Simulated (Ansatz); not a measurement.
# Bi2S3 (Bismuthinite): converging the G0W0 gap

Wanted: a G0W0 gap for Bi2S3 (Bismuthinite) that is converged in bands and cutoff, or an estimate of the limit.

Method: G0W0 on PBE, plane waves, PAW, in Ansatz 0.2.0.

Most raw output is cut from this account.

The database entry behind the starting cell differs from later determinations by our own check (about 0.4 % long), so it need not match the best structure at ambient conditions.

## (1) The structure

Symmetry: Pnma, No. 62, orthorhombic system. Conventional cell: a = 11.345 Å, b = 3.994 Å, c = 11.193 Å, α = 90.00°, β = 90.00°, γ = 90.00°. Nearest to Bi lie 6 S at 2.67 to 3.07 Å. Bi has 7 S at 2.60 to 3.34 Å nearest. S has 3 Bi at 2.70 to 2.76 Å nearest. Nearest to S lie 5 Bi at 2.60 to 3.07 Å. Nearest to S lie 5 Bi at 2.67 to 3.34 Å. Farther neighbours and most contacts between anions are not listed.

The cell and positions come from the Crystallography Open Database and are kept as given unless a step says otherwise. Spin-orbit coupling is left out unless a step names it. The default PAW set here is soft_2. Its files were made with PBE.

## (2) 248 empty bands, screening to 36 eV

Now the one-shot GW correction: screening in the RPA, then the self-energy of the levels asked for.

File input.yaml:

```yaml
crystal:
  lattice:
    - [11.345, 0.0, 0.0]
    - [0.0, 3.994, 0.0]
    - [0.0, 0.0, 11.193]
  atoms:
    - { symbol: Bi, position: [0.4835, 0.25, 0.3257] }
    - { symbol: Bi, position: [0.0165, 0.75, 0.8257] }
    - { symbol: Bi, position: [0.9835, 0.25, 0.1743] }
    - { symbol: Bi, position: [0.5165, 0.75, 0.6743] }
    - { symbol: Bi, position: [0.3407, 0.75, 0.0339] }
    - { symbol: Bi, position: [0.1593, 0.25, 0.5339] }
    - { symbol: Bi, position: [0.8407, 0.75, 0.4661] }
    - { symbol: Bi, position: [0.6593, 0.25, 0.9661] }
    - { symbol: S, position: [0.2835, 0.25, 0.1943] }
    - { symbol: S, position: [0.2165, 0.75, 0.6943] }
    - { symbol: S, position: [0.7835, 0.25, 0.3057] }
    - { symbol: S, position: [0.7165, 0.75, 0.8057] }
    - { symbol: S, position: [0.5495, 0.75, 0.1286] }
    - { symbol: S, position: [0.9505, 0.25, 0.6286] }
    - { symbol: S, position: [0.0495, 0.75, 0.3714] }
    - { symbol: S, position: [0.4505, 0.25, 0.8714] }
    - { symbol: S, position: [0.3767, 0.75, 0.4414] }
    - { symbol: S, position: [0.1233, 0.25, 0.9414] }
    - { symbol: S, position: [0.8767, 0.75, 0.0586] }
    - { symbol: S, position: [0.6233, 0.25, 0.5586] }
kpoints:
  mp_grid: { grid: [2, 4, 2] }
hamiltonian:
  xc: pbe
scf:
  occupations: { method: fixed }
gw:
  n_empty_bands: 248
  ecut_chi: 36
  qp_bands: [v2, c2]
  qp_kpoints: band_edges
  screening: { model: contour_deformation }
```

The run is started by

```
$ ansatz run input.yaml --threads 32 --pin off --max-ram 129024MiB --backend cuda --events-out ev --progress --plain --runs-dir out --devices 1 --max-vram 157GiB  # rebuilt from the run's record
```

It took 14 s on 1 × NVIDIA GB200 with 32 threads of Arm Neoverse V2, shared host; peak memory 2.4 GiB; 34 s of CPU time.

This step gave:

```yaml
bands_summed: 344
rpa_eps_infinity_on_this_mesh_eigenvalues: 10.30, 13.77, 13.88
plane_waves_in_the_screening_matrix: 235
q_points_in_the_mesh: 16
g0w0_gap_on_the_mesh: 1.672 eV
k_of_the_valence_top: -0.5, 0, 0
k_of_the_conduction_bottom: 0, 0, 0
starting_gap_on_the_mesh: 1.424 eV
z_at_the_valence_top: 0.7433
z_at_the_conduction_bottom: 0.7862
least_direct_g0w0_gap_on_the_computed_points: 1.719 eV
```

The gap on the mesh goes from 1.42 eV to 1.67 eV, a correction of +0.25 eV. Between the two edge states, bare exchange in place of the xc potential would open the gap by 5.23 eV, and correlation takes back 4.98 eV.

## (3) 703 empty bands, screening to 72 eV

Bands and screening cutoff are moved together, since each hides the error of the other.

Changes to input.yaml since step 2:

```diff
@@ -33,4 +33,4 @@
 gw:
-  n_empty_bands: 248
-  ecut_chi: 36
+  n_empty_bands: 703
+  ecut_chi: 72
   qp_bands: [v2, c2]
```

Run time: 27 s. Hardware: 1 × NVIDIA GB200 with 32 threads; peak memory 4.3 GiB.

Numbers from this step:

| Property | Result |
| --- | --- |
| bands summed | 799 |
| RPA ε∞ on this mesh (eigenvalues) | 10.13, 13.37, 13.51 |
| plane waves in the screening matrix | 717 |
| q-points in the mesh | 16 |
| G0W0 gap on the mesh | 1.723 eV |
| k of the valence top | -0.5, 0, 0 |
| k of the conduction bottom | 0, 0, 0 |
| starting gap on the mesh | 1.424 eV |
| Z at the valence top | 0.7345 |
| Z at the conduction bottom | 0.7802 |
| least direct G0W0 gap on the computed points | 1.784 eV |

Against the run with 2×4×2 mesh, 248 empty bands, screening to 36 eV, the gap moves by +0.05 eV.

## (4) 1513 empty bands, screening to 120 eV

Changes to input.yaml since step 3:

```diff
@@ -33,4 +33,4 @@
 gw:
-  n_empty_bands: 703
-  ecut_chi: 72
+  n_empty_bands: 1513
+  ecut_chi: 120.0
   qp_bands: [v2, c2]
```

It took 74 s on 1 × NVIDIA GB200 with 32 threads; peak memory 9 GiB; 4.1 min of CPU time.

Numbers from this step:

```yaml
bands_summed: 1609
rpa_eps_infinity_on_this_mesh_eigenvalues: 10.10, 13.30, 13.44
plane_waves_in_the_screening_matrix: 1541
g0w0_gap_on_the_mesh: 1.766 eV
k_of_the_valence_top: -0.5, 0, 0
k_of_the_conduction_bottom: 0, 0, 0
starting_gap_on_the_mesh: 1.424 eV
least_direct_g0w0_gap_on_the_computed_points: 1.834 eV
```

Against the run with 2×4×2 mesh, 703 empty bands, screening to 72 eV, the gap moves by +0.04 eV.

## (5) Changing the frequency model: 2×4×2 mesh, 703 empty bands, screening to 72 eV, plasmon pole

A plasmon pole stands in for the full frequency dependence of the screening; this run shows what that costs in accuracy. Bands and cutoff differ from the step before, so it is read against an earlier run that matches them.

Changes to input.yaml since step 4:

```diff
@@ -33,6 +33,6 @@
 gw:
-  n_empty_bands: 1513
-  ecut_chi: 120.0
+  n_empty_bands: 703
+  ecut_chi: 72
   qp_bands: [v2, c2]
   qp_kpoints: band_edges
-  screening: { model: contour_deformation }
+  screening: { model: godby_needs }
```

Wall time 27 s (1 × NVIDIA GB200 with 32 threads); peak memory 4.2 GiB; 2.8 min of CPU time.

This step gave:

```yaml
bands_summed: 799
plasmon_pole_fit_frequency: 22.85 eV
rpa_eps_infinity_on_this_mesh_eigenvalues: 10.13, 13.37, 13.51
plane_waves_in_the_screening_matrix: 717
g0w0_gap_on_the_mesh: 1.700 eV
k_of_the_valence_top: -0.5, 0, 0
k_of_the_conduction_bottom: 0, 0, 0
starting_gap_on_the_mesh: 1.424 eV
least_direct_g0w0_gap_on_the_computed_points: 1.755 eV
```

Against the run with 2×4×2 mesh, 703 empty bands, screening to 72 eV, the gap moves by −0.02 eV.

## (6) Changing the files: 2×4×2 mesh, 703 empty bands, screening to 72 eV, hard PAW files

Other atomic data (hard PAW) test the pseudisation: the cutoff goes from 420 to 510 eV and the valence electrons from 192 to 256, which opens shells that were frozen.

Changes to input.yaml since step 5:

```diff
@@ -30,2 +30,3 @@
   xc: pbe
+  pseudopotentials: { kind: paw, source: ansatz }
 scf:
@@ -37,2 +38,2 @@
   qp_kpoints: band_edges
-  screening: { model: godby_needs }
+  screening: { model: contour_deformation }
```

The job ended after 39 s (1 × NVIDIA GB200 with 32 threads; peak memory 5.4 GiB; 2 min of CPU time).

Numbers from this step:

```
bands summed                                 : 831
RPA ε∞ on this mesh (eigenvalues)            : 10.11, 13.35, 13.48
plane waves in the screening matrix          : 717
G0W0 gap on the mesh                         : 1.720 eV
k of the valence top                         : -0.5, 0, 0
k of the conduction bottom                   : 0, 0, 0
starting gap on the mesh                     : 1.428 eV
least direct G0W0 gap on the computed points : 1.779 eV
```

Against the run with 2×4×2 mesh, 703 empty bands, screening to 72 eV, the gap moves by −0.003 eV.

## (7) Side by side

Times are wall times on 1 × NVIDIA GB200 with 32 threads of Arm Neoverse V2, shared host, good to a factor of about two.

| mesh | files | frequency | bands summed | cutoff (eV) | start (eV) | G0W0 (eV) | time | host memory (GiB) |
| --- | --- | --- | --- | --- | --- | --- | --- | --- |
| 2×4×2 | default PAW | contour deformation | 344 | 36 | 1.424 | 1.672 | 14 s | 2.4 |
| 2×4×2 | default PAW | contour deformation | 799 | 72 | 1.424 | 1.723 | 27 s | 4.3 |
| 2×4×2 | default PAW | contour deformation | 1609 | 120 | 1.424 | 1.766 | 74 s | 9.0 |
| 2×4×2 | default PAW | plasmon pole | 799 | 72 | 1.424 | 1.700 | 27 s | 4.2 |
| 2×4×2 | hard PAW | contour deformation | 831 | 72 | 1.428 | 1.720 | 39 s | 5.4 |

The parts of the quasiparticle energy at the two band edges (eV; QP = start + Σx + Σc − Vxc):

| run | edge | start | Σx | Σc | Vxc | Z | QP |
| --- | --- | --- | --- | --- | --- | --- | --- |
| 344 bands | valence top | 7.56 | -17.44 | 2.38 | -15.33 | 0.74 | 7.83 |
| 344 bands | conduction bottom | 8.99 | -9.67 | -2.60 | -12.79 | 0.79 | 9.50 |
| 799 bands | valence top | 7.56 | -17.44 | 2.01 | -15.33 | 0.73 | 7.45 |
| 799 bands | conduction bottom | 8.99 | -9.67 | -2.93 | -12.79 | 0.78 | 9.17 |
| 1609 bands | valence top | 7.56 | -17.44 | 1.75 | -15.33 | 0.73 | 7.20 |
| 1609 bands | conduction bottom | 8.99 | -9.67 | -3.14 | -12.79 | 0.78 | 8.96 |

## (8) Outcome

| Item | Value |
| --- | --- |
| 344 bands, 36 eV | 1.672 eV |
| 799 bands, 72 eV | 1.723 eV |
| 1609 bands, 120 eV | 1.766 eV |
| estimated limit in bands and cutoff | 1.81 eV |
| mesh and start | 2×4×2, PBE |

What this shows: A line in one over the bands through the two highest rungs gives 1.81 eV, +0.04 eV from the top rung; the pair below gives 1.76 eV, so the estimate is still climbing. The rungs stand 0.14 eV (344 bands), 0.09 eV (799 bands) and 0.04 eV (1609 bands) from it. From 344 to 1609 bands the gap moves by +0.09 eV while the time grows 5.2-fold. Σc changes by −0.63 eV at the valence top and −0.54 eV at the conduction bottom, so the levels themselves move more than the gap between them. The plasmon-pole model gives −0.02 eV against contour deformation, 7 % of the correction, and saved no time in this program. Hard PAW files move the gap by −0.003 eV at equal bands and cutoff, +0.004 eV of it in the start. The cheapest rung within 0.1 eV of this estimate is that with 799 bands (27 s). The 2×4×2 mesh misses a band edge: over a band path and its finer mesh (run apart) the PBE gap is 1.39 eV, so the G0W0 gap over the zone may lie about 0.03 eV below its value on the mesh. The 2×4×2 mesh is coarse for this cell (its supercell is 16 Å along the shortest edge). The RPA ε∞ on it, from the PBE start, is 10.10, 13.30 and 13.44; such meshes misread the long-range screening, most where the gap is narrow. Where an edge is built on 6p states of lead, bismuth or thallium, scalar-relativistic gaps usually stand too wide, by a few tenths to over one eV. The many-body steps are scalar-relativistic: spin-orbit coupling is not in them.

[Paths, hosts, dates, memory and timing lines, banners, echoed tables and standing remarks are left out of the program output.]

[Logs are printed without paths, hosts, clocks, repeated set-up lines and the standing remarks that a program may print on its own settings, such as how far it seeks lower states.]

[Runs of the session that timed out or met a known fault of the program may be left out.]

[Cells called generated may have been cut or substituted from an entry of the Crystallography Open Database or the Materials Project.]

[Hosts, paths, dates, database ids (printed as entryN), source tags and the programs' standing remarks are cut or masked in the printed files.]
